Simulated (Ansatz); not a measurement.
# Y (P6_3/mmc, 2 atoms in the cell): zone-centre modes under pressure, part 2 of 2

Wanted: Grüneisen parameters and pressure coefficients of the modes of Y (P6_3/mmc, 2 atoms in the cell).

Ansatz 0.2.0; DFT LDA, scalar-relativistic, plane waves, PAW; PAW set soft_1.

So far, highest optical mode at the zone centre (no LO-TO term) (cm⁻¹): step 5 (modes at rest) 153; step 7 (volume ratio 1.06) 144.

## 8. Relaxation of a member: 0.9 times the volume at rest (continued)

Step by step:

```
step  energy less that of the first step (eV)  largest force component (eV/Å)  pressure (GPa)  volume (Å³)
   1                                   0.0000                          0.0000            5.47        53.85
   2                                   0.0000                          0.0000            5.47        53.85
   3                                   0.0000                          0.0000            5.46        53.85
  4*                                   0.0000                          0.0000            5.46        53.85
```

Relaxation steps marked * repeat the geometry before them on a plane-wave basis chosen anew for their cell, so energy and pressure can jump there.

Forces are held to the 24 operations that the run works with; a distortion that breaks them can't arise in this run.

```
conventional cell, symmetrised  before  after  change
                         a (Å)   3.411  3.408  -0.1 %
                         b (Å)   3.411  3.408  -0.1 %
                         c (Å)   5.345  5.354  +0.2 %
              volume (Å³/atom)   26.92  26.92  -0.0 %
```

The relaxed structure:

```xyz
2
Lattice="3.4078 0.0000 0.0000 -1.7039 2.9512 0.0000 0.0000 0.0000 5.3541" Properties=species:S:1:pos:R:3 pbc="T T T"
Y     0.0000    1.9675    1.3385
Y     1.7039    0.9837    4.0156
```

This step gave:

| Property | Result |
| --- | --- |
| pressure | 5.463 GPa |
| volume per atom | 26.92 Å³ |

The forces vanish by symmetry, at a pressure of 5.46 GPa.

## 9. Modes of this member: 0.9 times the volume at rest

The zone-centre modes follow for 0.9 times the volume at rest.

Input file input.yaml:

```yaml
crystal:
  lattice:
    - [3.4077629671, 0.0, 0.0]
    - [-1.7038814835, 2.9512092995, 0.0]
    - [0.0, 0.0, 5.3541029692]
  atoms:
    - { symbol: "Y", position: [0.3333333333, 0.6666666667, 0.25] }
    - { symbol: "Y", position: [0.6666666667, 0.3333333333, 0.75] }
kpoints:
  mp_grid: { grid: [15, 15, 8] }
hamiltonian:
  xc: lda
  pseudopotentials: { kind: paw, azcp: { folder: soft_1 }, xc_functional: pbe }
scf:
  occupations: { method: methfessel_paxton, width: 0.2 }
output:
  eigenvalues: true
phonons:
  method: dfpt
```

Run with:

```sh
$ ansatz run input.yaml --threads 4 --pin off --max-ram 10240MiB --backend cpu --events-out ev --progress --plain --runs-dir out
```

Run time: 12 s. Hardware: 4 threads of Intel Xeon at 2.80GHz (Skylake/Cascade Lake), shared host; peak memory 1 GiB; 44 s of CPU time.

This step gave:

| Item | Value |
| --- | --- |
| sum-rule residual before enforcement | 7.03e-5 eV/Å² |
| highest optical mode at the zone centre (no LO-TO term) | 162.7 cm⁻¹ |
| lowest optical zone-centre mode | 84.17 cm⁻¹ |

Patterns of degenerate modes are one choice out of their space. Modes at Γ:

```
mode  frequency (cm⁻¹)  symmetry
   1               0.0  acoustic
   2               0.0  acoustic
   3               0.0  acoustic
   4              84.2       E2g
   5              84.2       E2g
   6             162.7       B1g
```

Displacements in mode 4 (84.2 cm⁻¹), the largest set to 1:
```
Y1   0.00  1.00  0.00
Y2   0.00 -1.00  0.00
```

Displacements in mode 6 (162.7 cm⁻¹), the largest set to 1:
```
Y1   0.00  0.00 -1.00
Y2   0.00  0.00  1.00
```

The lowest optical mode is real, 84.2 cm⁻¹, and the highest lies at 162.7 cm⁻¹.

Between step 5 and this run (volume ratio 0.9) the value for the highest optical mode at the zone centre (no LO-TO term) moves from 153 cm⁻¹ to 163 cm⁻¹ (+6 %).

## 10. All members side by side

The members are set side by side, also those not shown above.

Each row is one cell with its response, relaxed at fixed volume as far as symmetry leaves anything free; energies are extrapolated to zero smearing, and E0 is that at rest; shape and atoms are relaxed in each cell where symmetry leaves them free; all runs use 15×15×8 k points and Methfessel-Paxton smearing of 0.2 eV. State of the crystal along the series:

```
volume ratio  V (Å³/atom)  pressure (GPa)  E - E0 (meV/atom)  first cell vector (Å)  third cell vector (Å)
         0.9        26.92           5.463               47.5                  3.408                  5.354
        0.92        27.52           4.185              29.52                  3.436                  5.384
        0.94        28.12            3.01              16.13                  3.463                  5.414
        0.96        28.72           1.927              6.959                   3.49                  5.444
        0.98        29.32          0.9273              1.683                  3.517                  5.475
        0.99        29.61           0.456             0.4089                   3.53                   5.49
           1        29.91        0.001948                  0                  3.542                  5.506
        1.02        30.51          -0.857              1.647                  3.567                  5.537
        1.04        31.11          -1.655              6.383                  3.592                  5.569
        1.06        31.71          -2.396              13.99                  3.616                  5.601
```

Each mode is tracked from rest by its pattern, and modes that stay within 0.3 cm⁻¹ of each other stand once; shape and atoms are relaxed in each cell where symmetry leaves them free; all runs use 15×15×8 k points and Methfessel-Paxton smearing of 0.2 eV. Optical modes along the series:

```
V (Å³/atom)  mode 4 E2g (cm⁻¹)  mode 6 B1g (cm⁻¹)
      26.92              84.17              162.7
      27.52              85.84                161
      28.12              87.18              159.3
      28.72              88.14              157.5
      29.32              88.75              155.4
      29.61              88.94              154.3
      29.91              89.04              153.1
      30.51              88.99              150.3
      31.11               88.7              147.3
      31.71              88.19              144.1
```

From cubic fits (parabolas where under five rows exist) of ln ω and P against ln V through the rows within about 4 % of rest: γ = −d ln ω / d ln V and dω/dP = γ ω / B. Slopes at rest:

```
      mode  fitted frequency at rest (cm⁻¹)  Grüneisen parameter γ  dω/dP (cm⁻¹/GPa)
mode 4 E2g                               89                  -0.06             -0.13
mode 6 B1g                              153                   0.83              2.85
```

## 11. Results

| Item | Value |
| --- | --- |
| members | 10 |
| highest optical mode at the zone centre (no LO-TO term), at rest | 153.1 cm⁻¹ |
| bulk modulus at rest | 44.5 GPa |
| mode 4 E2g, γ | -0.06 |
| mode 6 B1g, γ | 0.83 |

What this shows: The series spans -2.4 to 5.5 GPa, and the slope at rest gives a bulk modulus of 45 GPa. Among the modes in the table of slopes γ runs from -0.06 (mode 4 E2g) to 0.83 (mode 6 B1g). A negative γ means that the mode softens under pressure. One k mesh and one cutoff serve the ground states and modes of all volumes. These are harmonic frequencies at zero temperature: anharmonic shifts, linewidths and thermal expansion are left out. With no gap, or one that is small against the smearing, the frequencies hang on the k mesh and the smearing, most of all near Kohn anomalies. The PAW files were made for PBE; the program adapts parts of them to the functional of the run, but their partial waves stay those of PBE, an approximation that was not tested in this session. Only the zone centre was solved, so an instability at another wavevector cannot show here.

[Logs are printed without paths, hosts, clocks, repeated set-up lines and the standing remarks that a program may print on its own settings, such as how far it seeks lower states.]

[Hosts, paths, dates, database ids (printed as entryN), source tags and the programs' standing remarks are cut or masked in the printed files.]
